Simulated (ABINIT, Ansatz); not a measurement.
# TaAl (Pm-3m): from the cell to the phonon bands, part 2 of 4

Aim: the phonon dispersion of TaAl (Pm-3m), checked by a second program.

ABINIT 10.8.3; DFT LDA, scalar-relativistic, plane waves, PseudoDojo norm-conserving pseudopotentials.

So far. Step 4 (Relaxing the cell and atoms): The volume changes by +0.7 % in this run and stands -2.6 % from the first cell. Step 5 (Ground state): The cell stands at -0.32 GPa: the relaxation ran with a smoothed and higher cutoff, and the difference is a stress of the finite basis. The relaxed cell has a = 3.172 Å (conventional setting).

The structure was built from a prototype and need not be the compound's stable phase.

## 6. Linear response at Γ

At q = 0 one unit cell holds all displacements. The response is solved for single atoms along the cell's directions, and symmetry skips those that follow from others. The crystal is treated as a metal, which screens a static field, so no field response is asked.

dfpt_gamma.abi reads:

```

# common to the responses
getwfk_filepath "gso_WFK"
kptopt 2
nqpt 1
qpt 0.0 0.0 0.0
asr 0
chneut 0

# displacements
rfphon 1
rfatpol 1 2
rfdir 1 1 1
tolvrs 1.0d-10
prtwf 0
prtpot 1

# basis, mesh and filling
ecut 25.0
ngkpt 8 8 8
nshiftk 1
shiftk 0.0 0.0 0.0
istwfk *1
occopt 3
tsmear 0.01
nband 14
nstep 100
diemac 1000000.0
prtebands 0
prtgsr 0
useylm 1

# cell and atoms
acell 3*1.0 Angstrom
rprim 
    3.172028644 0.0 0.0
    0.0 3.172028644 0.0
    0.0 0.0 3.172028644
ntypat 2
znucl 13 73
natom 2
typat 1 2
xred 
    0.0 0.0 0.0
    0.5 0.5 0.5
pp_dirpath "./pseudo"
pseudos "Al.upf, Ta.upf"
```

Launch:

```console
$ OMP_NUM_THREADS=1 mpirun -n 4 abinit dfpt_gamma.abi > dfpt_gamma.log
```

Numbers of over 12 decimals in the logs are rounded to 6 here.

dfpt_gamma.abo, the main output file:

```text
[banners, grids, parts of the stress and lines that vanish by symmetry left out]
- input  file    -> dfpt_gamma.abi
- output file    -> dfpt_gamma.abo
- root for input  files -> dfpt_gammai
- root for output files -> dfpt_gammao

 Symmetries : space group Pm -3 m (#221); Bravais cP (primitive cubic)
================================================================================
 Values of the parameters that define the memory need of the present run (RF).
     intxc =       0      iscf =       7    lmnmax =      32     lnmax =       8
     mgfft =      30  mpssoang =       4    mqgrid =    3001     natom =       2
  nloc_mem =       1    nspden =       1   nspinor =       1    nsppol =       1
      nsym =      48    n1xccc =    2501    ntypat =       2    occopt =       3
   xclevel =       1
-    mband =          14        mffmem =           1         mkmem =          65
-   mkqmem =          65        mk1mem =          65           mpw =        1328
      nfft =       27000          nkpt =         260
- my_mband =          14
================================================================================
================================================================================

--------------------------------------------------------------------------------
------------- Echo of variables that govern the present computation ------------
--------------------------------------------------------------------------------
-
- outvars: echo of selected default values
-   iomode0 =  0 , fftalg0 =312 , wfoptalg0 =  0
-
- outvars: echo of global parameters not present in the input file
-  max_nthreads =    1
-
 -outvars: echo values of preprocessed input variables
 [... echo left out ...]
================================================================================

 chkinp: Checking input parameters for consistency.

[...]
== DATASET  1 ==================================================================
-   mpi_nproc: 4, omp_nthreads: 1 (-1 if OMP is not activated)

--- !DatasetInfo
iteration_state: {dtset: 1, }
dimensions: {natom: 2, nkpt: 260, mband: 14, nsppol: 1, nspinor: 1, nspden: 1, mpw: 1328, }
cutoff_energies: {ecut:  25.0, pawecutdg:  -1.0, }
electrons: {nelect:   1.60000000E+01, charge:   0.00000000E+00, occopt:   3.00000000E+00, tsmear:   1.00000000E-02, }
meta: {optdriver: 1, rfphon: 1, }
...

 mkfilename: getwfk from: gso_WFK

 Real(R)+Recip(G) space primitive vectors, cartesian coordinates (Bohr,Bohr^-1):
 R(1)=  5.9942654  0.0000000  0.0000000  G(1)=  0.1668261  0.0000000  0.0000000
 R(2)=  0.0000000  5.9942654  0.0000000  G(2)=  0.0000000  0.1668261  0.0000000
 R(3)=  0.0000000  0.0000000  5.9942654  G(3)=  0.0000000  0.0000000  0.1668261
 Unit cell volume ucvol=  2.1538126E+02 bohr^3
 Angles (23,13,12)=  9.00000000E+01  9.00000000E+01  9.00000000E+01 degrees
 setup1 : take into account q-point for computing boxcut.

 getcut: wavevector=  0.0000  0.0000  0.0000  ngfft=  30  30  30
         ecut(hartree)=     25.000   => boxcut(ratio)=   2.22357

 getcut : COMMENT -
  Note that boxcut > 2.2 ; recall that boxcut=Gcut(box)/Gcut(sphere) = 2
  is sufficient for exact treatment of convolution.
  Such a large boxcut is a waste : you could raise ecut
  e.g. ecut=   30.901555 Hartrees makes boxcut=2

--- Pseudopotential description ------------------------------------------------
- pspini: atom type   1  psp file is ./pseudo/Al.upf

- pspini: atom type   2  psp file is ./pseudo/Ta.upf

   3.55636057E+02                                ecore*ucvol(ha*bohr**3)
--------------------------------------------------------------------------------

 ==>  initialize data related to q vector <==

 The list of irreducible perturbations for this q vector is:
    1)    idir= 1    ipert=   1
    2)    idir= 1    ipert=   2

[...]
The perturbation idir=   2  ipert=   1 is
 symmetric of a previously calculated perturbation.
 So, its SCF calculation is not needed.

 The perturbation idir=   3  ipert=   1 is
 symmetric of a previously calculated perturbation.
 So, its SCF calculation is not needed.

 The perturbation idir=   2  ipert=   2 is
 symmetric of a previously calculated perturbation.
 So, its SCF calculation is not needed.

 The perturbation idir=   3  ipert=   2 is
 symmetric of a previously calculated perturbation.
 So, its SCF calculation is not needed.

--------------------------------------------------------------------------------
 Perturbation wavevector (in red.coord.)   0.000000  0.000000  0.000000
 Perturbation : displacement of atom   1   along direction   1
 Found     8 symmetries that leave the perturbation invariant.

[...]
dfpt_looppert : total number of electrons, from k and k+q
  fully or partially occupied states are    1.600000E+01 and    1.600000E+01.
 Initialisation of the first-order wave-functions :
  ireadwf=   0

--- !BeginCycle
iteration_state: {dtset: 1, }
solver: {iscf: 7, nstep: 100, nline: 4, wfoptalg: 0, }
tolerances: {tolvrs: 1.00E-10, }
...

     iter   2DEtotal(Ha)        deltaE(Ha) residm    vres2
-ETOT  1   3.303056     -2.145E+01 4.831E-01 1.019E+03
 ETOT  2   2.847681     -4.554E-01 9.837E-03 1.963E+01
 ETOT  3   2.837442     -1.024E-02 5.510E-04 2.386E-01
 ETOT  4   2.837252     -1.896E-04 2.206E-05 1.816E-03
 ETOT  5   2.837251     -1.384E-06 2.365E-06 4.005E-06
[...]
At SCF step    8       vres2   =  4.00E-11 < tolvrs=  1.00E-10 =>converged.
[...]
Mean square residual over all n,k,spin=   79.974E-14; max=  37.098E-11

 Thirteen components of 2nd-order total energy (hartree) are
 1,2,3: 0th-order hamiltonian combined with 1st-order wavefunctions
     kin0=   1.81767981E+01 eigvalue=  -2.32613945E+00  local=  -1.07483018E+01
 4,5,6: 1st-order hamiltonian combined with 1st and 0th-order wfs
 loc psp =  -1.29756636E+00  Hartree=   3.62218973E+00     xc=  -1.37666506E+00
 note that "loc psp" includes a xc core correction that could be resolved
 7,8,9: eventually, occupation + non-local contributions
    edocc=   1.68509919E+00     enl0=   1.28817938E+01   enl1=  -4.25319828E+01
 1-9 gives the relaxation energy (to be shifted if some occ is /=2.0)
   erelax=  -2.19147747E+01
 10,11,12 Non-relaxation  contributions : frozen-wavefunctions and Ewald
 fr.local=  -3.00018864E+01 fr.nonlo=   2.83827117E+01  Ewald=   2.72531840E+01
 13,14 Frozen wf xc core corrections (1) and (2)
 frxc 1  =  -3.37298223E+00  frxc 2 =   2.49099817E+00
 Resulting in :
 2DEtotal=    0.2837250547E+01 Ha. Also 2DEtotal=    0.772055205206E+02 eV
    (2DErelax=   -2.1914774654E+01 Ha. 2DEnonrelax=    2.4752025201E+01 Ha)
    (  non-var. 2DEtotal :    2.8372506369E+00 Ha)

[...]
Perturbation wavevector (in red.coord.)   0.000000  0.000000  0.000000
 Perturbation : displacement of atom   2   along direction   1
 Found     8 symmetries that leave the perturbation invariant.

--------------------------------------------------------------------------------

--------------------------------------------------------------------------------

 dfpt_looppert : total number of electrons, from k and k+q
  fully or partially occupied states are    1.600000E+01 and    1.600000E+01.
 Initialisation of the first-order wave-functions :
  ireadwf=   0

--- !BeginCycle
iteration_state: {dtset: 1, }
solver: {iscf: 7, nstep: 100, nline: 4, wfoptalg: 0, }
tolerances: {tolvrs: 1.00E-10, }
...

     iter   2DEtotal(Ha)        deltaE(Ha) residm    vres2
-ETOT  1   3.606731     -1.580E+03 4.421E+00 9.264E+02
[...]
ETOT  7   2.837400      1.728E-11 4.881E-08 7.252E-09
 ETOT  8   2.837400     -1.228E-11 6.576E-09 7.222E-11

 At SCF step    8       vres2   =  7.22E-11 < tolvrs=  1.00E-10 =>converged.
[...]
Mean square residual over all n,k,spin=   16.142E-12; max=  65.765E-10

 Thirteen components of 2nd-order total energy (hartree) are
 1,2,3: 0th-order hamiltonian combined with 1st-order wavefunctions
     kin0=   9.25842923E+02 eigvalue=   1.06465651E+02  local=  -6.15098643E+02
 4,5,6: 1st-order hamiltonian combined with 1st and 0th-order wfs
 loc psp =  -2.19732512E+03  Hartree=   5.13650429E+02     xc=  -8.70301666E+01
 note that "loc psp" includes a xc core correction that could be resolved
 7,8,9: eventually, occupation + non-local contributions
    edocc=   2.61419390E+02     enl0=   4.75025213E+02   enl1=  -9.63224469E+02
 1-9 gives the relaxation energy (to be shifted if some occ is /=2.0)
   erelax=  -1.58027479E+03
 10,11,12 Non-relaxation  contributions : frozen-wavefunctions and Ewald
 fr.local=   1.03353259E+03 fr.nonlo=   4.81137662E+02  Ewald=   2.72531840E+01
 13,14 Frozen wf xc core corrections (1) and (2)
 frxc 1  =  -1.58042461E+02  frxc 2 =   1.99231216E+02
 Resulting in :
 2DEtotal=    0.2837400352E+01 Ha. Also 2DEtotal=    0.772095969181E+02 eV
    (2DErelax=   -1.5802747943E+03 Ha. 2DEnonrelax=    1.5831121946E+03 Ha)
    (  non-var. 2DEtotal :    2.8373999358E+00 Ha)

[...]
---- first-order wavefunction calculations are completed ----

 ==> Compute Derivative Database <==

 [... matrices left out ...]
  Phonon wavevector (reduced coordinates) :  0.00000  0.00000  0.00000
 Phonon energies in Hartree :
   3.795593E-06  3.795593E-06  3.795594E-06  1.358252E-03  1.358252E-03
   1.358252E-03
 Phonon frequencies in cm-1    :
-  8.330363E-01  8.330364E-01  8.330365E-01  2.981019E+02  2.981019E+02
-  2.981019E+02

== END DATASET(S) ==============================================================
================================================================================

 -outvars: echo values of variables after computation
            acell      1.8897261259E+00  1.8897261259E+00  1.8897261259E+00 Bohr
           etotal      2.8374003522E+00
            fcart      0.0000000000E+00  0.0000000000E+00  0.0000000000E+00
           strten      0.0000000000E+00  0.0000000000E+00  0.0000000000E+00
================================================================================
```

Wall time 23 s (4 MPI ranks of Arm Neoverse V1, shared host); 92 s of CPU time.

Numbers from this step:

```yaml
largest_acoustic_frequency_at_the_zone_centre_before_the_sum_rule: 0.83 cm⁻¹
highest_optical_zone_centre_mode_no_lo_to_term: 298.1 cm⁻¹
lowest_optical_zone_centre_mode: 298.1 cm⁻¹
```

The acoustic modes at Γ come out as far as 0.8 cm⁻¹ from zero, where they should vanish, a small numerical error.

## 7. Phonons on a q mesh

Linear response treats each wavevector of the 4×4×4 mesh in the unit cell; the first-order potentials are kept for the electron-phonon matrix elements.

dfpt_q.abi reads:

```
ndtset 9

# wavevectors
qpt1 0.25 0.0 0.0
qpt2 0.5 0.0 0.0
qpt3 0.25 0.25 0.0
qpt4 0.5 0.25 0.0
qpt5 0.5 0.5 0.0
qpt6 0.25 0.25 0.25
qpt7 0.5 0.25 0.25
qpt8 0.5 0.5 0.25
qpt9 0.5 0.5 0.5

# displacements
getwfk_filepath "gso_WFK"
getwfq_filepath "gso_WFK"
kptopt 3
nqpt 1
rfphon 1
rfatpol 1 2
rfdir 1 1 1
tolvrs 1.0d-10
prtwf 0
prtpot 1

# basis, mesh and filling
ecut 25.0
ngkpt 8 8 8
nshiftk 1
shiftk 0.0 0.0 0.0
istwfk *1
occopt 3
tsmear 0.01
nband 14
nstep 100
diemac 1000000.0
prtebands 0
prtgsr 0
useylm 1

# cell and atoms
acell 3*1.0 Angstrom
rprim 
    3.172028644 0.0 0.0
    0.0 3.172028644 0.0
    0.0 0.0 3.172028644
ntypat 2
znucl 13 73
natom 2
typat 1 2
xred 
    0.0 0.0 0.0
    0.5 0.5 0.5
pp_dirpath "./pseudo"
pseudos "Al.upf, Ta.upf"
```

Launch:

```console
$ OMP_NUM_THREADS=1 mpirun -n 4 abinit dfpt_q.abi > dfpt_q.log
```

dfpt_q.abo, the main output file:

```text
[banners, grids, parts of the stress and lines that vanish by symmetry left out]
- input  file    -> dfpt_q.abi
- output file    -> dfpt_q.abo
- root for input  files -> dfpt_qi
[...]
DATASET    1 : space group Pm -3 m (#221); Bravais cP (primitive cubic)
[...]
nfft =       27000          nkpt =         512
[...]
DATASET    2 : space group Pm -3 m (#221); Bravais cP (primitive cubic)
[...]
nfft =       27000          nkpt =         512
[...]
DATASET    3 : space group Pm -3 m (#221); Bravais cP (primitive cubic)
[...]
nfft =       27000          nkpt =         512
[...]
DATASET    4 : space group Pm -3 m (#221); Bravais cP (primitive cubic)
[...]
nfft =       27000          nkpt =         512
[...]
DATASET    8 : space group Pm -3 m (#221); Bravais cP (primitive cubic)
[...]
nfft =       27000          nkpt =         512
[...]
DATASET    9 : space group Pm -3 m (#221); Bravais cP (primitive cubic)
[...]
nfft =       27000          nkpt =         512
[...]
== DATASET  1 ==================================================================
[...]
cutoff_energies: {ecut:  25.0, pawecutdg:  -1.0, }
[...]
Perturbation : displacement of atom   1   along direction   1
[...]
-ETOT  1   103.92649565955      5.932E+01 6.462E-01 2.149E+06
 ETOT  2   912.82008703309      8.089E+02 7.045E-01 1.965E+07
 ETOT  3   3.203151     -9.096E+02 6.572E-01 9.108E+03
 ETOT  4   2.801761     -4.014E-01 2.370E-02 2.921E+02
 ETOT  5   2.787172     -1.459E-02 8.497E-03 1.681E-01
[...]
At SCF step   11       vres2   =  2.88E-11 < tolvrs=  1.00E-10 =>converged.
[...]
Perturbation : displacement of atom   1   along direction   2
[...]
-ETOT  1   3.207993     -2.105E+01 3.602E-01 8.560E+02
[...]
At SCF step   11       vres2   =  9.94E-12 < tolvrs=  1.00E-10 =>converged.
[...]
Perturbation : displacement of atom   2   along direction   1
[...]
-ETOT  1   37.447301098318     -1.918E+03 4.397E+00 7.724E+05
[...]
At SCF step   12       vres2   =  3.82E-12 < tolvrs=  1.00E-10 =>converged.
[...]
Perturbation : displacement of atom   2   along direction   2
[...]
-ETOT  1   3.598843     -1.570E+03 5.788E+00 4.787E+02
[...]
At SCF step   11       vres2   =  2.31E-12 < tolvrs=  1.00E-10 =>converged.
[...]
Phonon wavevector (reduced coordinates) :  0.25000  0.00000  0.00000
 Phonon energies in Hartree :
[...]
Phonon frequencies in cm-1    :
-  5.984218E+01  6.846020E+01  6.846020E+01  2.874555E+02  2.874555E+02
-  2.896494E+02
[...]
== DATASET  2 ==================================================================
[...]
cutoff_energies: {ecut:  25.0, pawecutdg:  -1.0, }
[...]
Perturbation : displacement of atom   1   along direction   1
[...]
-ETOT  1   77.808829330649      3.222E+01 1.466E+00 4.254E+05
[...]
Perturbation : displacement of atom   1   along direction   2
[...]
-ETOT  1   3.129423     -2.064E+01 9.146E-01 7.194E+02
[...]
Perturbation : displacement of atom   2   along direction   1
[...]
-ETOT  1   21.826137296614     -1.953E+03 4.376E+00 1.213E+05
[...]
Perturbation : displacement of atom   2   along direction   2
[...]
-ETOT  1   3.418781     -1.561E+03 5.797E+00 1.604E+02
[...]
Phonon wavevector (reduced coordinates) :  0.50000  0.00000  0.00000
 Phonon energies in Hartree :
[...]
Phonon frequencies in cm-1    :
-  1.043168E+02  1.104664E+02  1.104664E+02  2.700150E+02  2.700150E+02
-  2.704385E+02
[...]
== DATASET  3 ==================================================================
[...]
cutoff_energies: {ecut:  25.0, pawecutdg:  -1.0, }
[...]
Perturbation : displacement of atom   1   along direction   1
[...]
-ETOT  1   32.113352974302     -2.538E+00 5.336E-01 2.987E+05
[...]
Perturbation : displacement of atom   1   along direction   3
[...]
-ETOT  1   3.162466     -2.066E+01 7.284E-01 6.190E+02
[...]
Perturbation : displacement of atom   2   along direction   1
[...]
-ETOT  1   16.504427484023     -1.752E+03 2.854E+00 1.461E+05
[...]
Perturbation : displacement of atom   2   along direction   3
[...]
-ETOT  1   3.845627     -1.562E+03 4.820E+00 2.596E+02
[...]
Phonon wavevector (reduced coordinates) :  0.25000  0.25000  0.00000
 Phonon energies in Hartree :
[...]
Phonon frequencies in cm-1    :
- -9.083663E+01  9.268479E+01  1.136044E+02  2.700493E+02  2.858203E+02
-  3.062313E+02
[...]
== DATASET  4 ==================================================================
[...]
cutoff_energies: {ecut:  25.0, pawecutdg:  -1.0, }
[...]
Perturbation : displacement of atom   1   along direction   1
[...]
-ETOT  1   34.147131836630     -5.733E+00 9.963E-01 1.458E+05
[...]
Perturbation : displacement of atom   1   along direction   2
[...]
-ETOT  1   4.895694     -2.496E+01 5.353E-01 9.078E+03
[...]
Phonon wavevector (reduced coordinates) :  0.50000  0.25000  0.00000
 Phonon energies in Hartree :
[...]
Phonon frequencies in cm-1    :
- -4.773961E+01 -4.144379E+01  1.241066E+02  2.789533E+02  2.897355E+02
-  2.948304E+02
[...]
== DATASET  5 ==================================================================
[...]
Phonon wavevector (reduced coordinates) :  0.50000  0.50000  0.00000
 Phonon energies in Hartree :
[...]
Phonon frequencies in cm-1    :
- -1.117619E+02 -1.117619E+02  1.343912E+02  2.867083E+02  3.059271E+02
-  3.059271E+02
[...]
== DATASET  6 ==================================================================
[...]
Phonon wavevector (reduced coordinates) :  0.25000  0.25000  0.25000
 Phonon energies in Hartree :
[...]
Phonon frequencies in cm-1    :
- -2.613708E+01 -2.613708E+01  9.880497E+01  2.857061E+02  2.936632E+02
-  2.936632E+02
[...]
== DATASET  7 ==================================================================
[...]
Perturbation : displacement of atom   2   along direction   1
[...]
-ETOT  1   10.180596553603     -1.789E+03 4.403E+00 3.502E+04
[...]
Perturbation : displacement of atom   2   along direction   2
[...]
-ETOT  1   7.853922     -1.644E+03 4.013E+00 1.711E+04
[...]
Phonon wavevector (reduced coordinates) :  0.50000  0.25000  0.25000
 Phonon energies in Hartree :
[...]
Phonon frequencies in cm-1    :
- -4.437450E+01 -3.473939E+01  1.055184E+02  2.717364E+02  2.956349E+02
-  2.999436E+02
[...]
== DATASET  8 ==================================================================
[...]
cutoff_energies: {ecut:  25.0, pawecutdg:  -1.0, }
[...]
Perturbation : displacement of atom   1   along direction   1
[...]
-ETOT  1   5.385625     -2.762E+01 1.057E+00 8.190E+03
[...]
Perturbation : displacement of atom   1   along direction   3
[...]
-ETOT  1   3.922388     -2.319E+01 4.376E-01 2.855E+03
[...]
Perturbation : displacement of atom   2   along direction   1
[...]
-ETOT  1   6.190713     -1.732E+03 4.417E+00 1.332E+04
[...]
Perturbation : displacement of atom   2   along direction   3
[...]
-ETOT  1   7.691266     -1.620E+03 4.829E+00 1.109E+04
[...]
Phonon wavevector (reduced coordinates) :  0.50000  0.50000  0.25000
 Phonon energies in Hartree :
[...]
Phonon frequencies in cm-1    :
- -5.544401E+01 -5.544401E+01  1.174271E+02  2.756652E+02  2.896450E+02
-  2.896450E+02
[...]
== DATASET  9 ==================================================================
[...]
cutoff_energies: {ecut:  25.0, pawecutdg:  -1.0, }
[...]
Perturbation : displacement of atom   1   along direction   1
[...]
-ETOT  1   4.688959     -2.635E+01 1.191E+00 4.993E+03
[...]
At SCF step    8       vres2   =  9.03E-11 < tolvrs=  1.00E-10 =>converged.
[...]
Perturbation : displacement of atom   2   along direction   1
[...]
-ETOT  1   4.919036     -1.696E+03 4.427E+00 6.419E+03
[...]
ETOT  8   2.148330     -1.546E-11 1.934E-09 2.506E-10
 ETOT  9   2.148330      3.865E-12 6.671E-11 8.466E-11
 At SCF step    9       vres2   =  8.47E-11 < tolvrs=  1.00E-10 =>converged.
[...]
Phonon wavevector (reduced coordinates) :  0.50000  0.50000  0.50000
 Phonon energies in Hartree :
[...]
Phonon frequencies in cm-1    :
-  9.344197E+01  9.344197E+01  9.344197E+01  2.632118E+02  2.632118E+02
-  2.632118E+02
[...]
fcart6     0.0000000000E+00  0.0000000000E+00  0.0000000000E+00
   
================================================================================
```

Elapsed: 32 min, on 4 MPI ranks; 2.1 h of CPU time.

This step gave:

```yaml
lowest_mode_on_the_q_mesh_acoustic_ones_at_the_zone_centre_apart: -111.8 cm⁻¹
```

Frequencies (cm⁻¹) before the sum rule at the irreducible wavevectors but Γ, which is solved apart; negative means imaginary. Frequencies by wavevector:

| q (fractions) | star | mode 1 | mode 2 | mode 3 | mode 4 | mode 5 | mode 6 |
| --- | --- | --- | --- | --- | --- | --- | --- |
| 0.25 0 0 | 6 | 59.84 | 68.46 | 68.46 | 287.5 | 287.5 | 289.6 |
| 0.5 0 0 | 3 | 104.3 | 110.5 | 110.5 | 270 | 270 | 270.4 |
| 0.25 0.25 0 | 12 | -90.84 | 92.68 | 113.6 | 270.1 | 285.8 | 306.2 |
| 0.5 0.25 0 | 12 | -47.74 | -41.44 | 124.1 | 278.9 | 289.7 | 294.8 |
| 0.5 0.5 0 | 3 | -111.8 | -111.8 | 134.4 | 286.7 | 305.9 | 305.9 |
| 0.25 0.25 0.25 | 8 | -26.14 | -26.14 | 98.8 | 285.7 | 293.7 | 293.7 |
| 0.5 0.25 0.25 | 12 | -44.37 | -34.74 | 105.5 | 271.7 | 295.6 | 299.9 |
| 0.5 0.5 0.25 | 6 | -55.44 | -55.44 | 117.4 | 275.7 | 289.6 | 289.6 |
| 0.5 0.5 0.5 | 1 | 93.44 | 93.44 | 93.44 | 263.2 | 263.2 | 263.2 |

[end of part 2 of 4]

[Host names and launcher messages were left out of these logs when they were recorded.]

[Logs are printed without paths, hosts, clocks, repeated set-up lines and the standing remarks that a program may print on its own settings, such as how far it seeks lower states.]

[Hosts, paths, dates, database ids (printed as entryN), source tags and the programs' standing remarks are cut or masked in the printed files.]
